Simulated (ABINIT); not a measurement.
An input for ABINIT 10.8.3 (FeAs2 (Lollingite)):

```
acell 3*1.0 Angstrom
rprim 
  5.301200000000 0.000000000000 0.000000000000
  0.000000000000 5.985800000000 0.000000000000
  0.000000000000 0.000000000000 2.882200000000
ntypat 2
znucl 26 33
natom 6
typat 1 1 2 2 2 2
xred 
  0.000000000000 0.000000000000 -0.000000000000
  0.500000000000 0.500000000000 0.500000000000
  0.176300000000 0.362400000000 -0.000000000000
  0.823700000000 0.637600000000 -0.000000000000
  0.676300000000 0.137600000000 0.500000000000
  0.323700000000 0.862400000000 0.500000000000
pp_dirpath "pseudos"
pseudos "Fe.upf, As.upf"
ecut 65
ngkpt 2 2 4
nshiftk 1
shiftk 0 0 0
kptopt 1
chksymbreak 0
istwfk *1
occopt 1
irdwfk 1
optdriver 4
nband 118
gwcalctyp 0
ecutsigx 65
symsigma 0
nkptgw 4
kptgw 
  0.0000000000 0.5000000000 0.2500000000
  0.0000000000 0.0000000000 0.2500000000
  0.5000000000 0.5000000000 0.5000000000
  0.0000000000 0.0000000000 0.0000000000
bdgw 
  61 64
  61 64
  61 64
  61 64
ecuteps 4
irdscr 1
ppmodel 1
indata_prefix "in"
outdata_prefix "out"
tmpdata_prefix "tmp"
```

```sh
OMP_NUM_THREADS=1 mpirun -n 16 abinit run.abi > log
```

Question: How long will it take on 16 MPI ranks of Arm Neoverse V2, shared host, and how much memory?

It took 16 s; on shared hardware allow 8.1 s to 33 s. Peak host memory was 10 GiB.

[Paths, hosts, dates, memory and timing lines, banners, echoed tables and standing remarks are left out of the program output.]

[Logs are printed without paths, hosts, clocks, repeated set-up lines and the standing remarks that a program may print on its own settings, such as how far it seeks lower states.]

[Runs of the session that timed out or met a known fault of the program may be left out.]

[Hosts, paths, dates, database ids (printed as entryN), source tags and the programs' standing remarks are cut or masked in the printed files.]

[G0W0 gaps are taken among the corrected bands and points alone; a level outside them can change the order at an edge.]

[Where Ansatz stands beside ABINIT at settings called matched, ABINIT's density can come from a denser mesh and the files from another edition; pairs whose starting gaps differed by over 0.03 eV were left out, so agreement reads better than it is.]
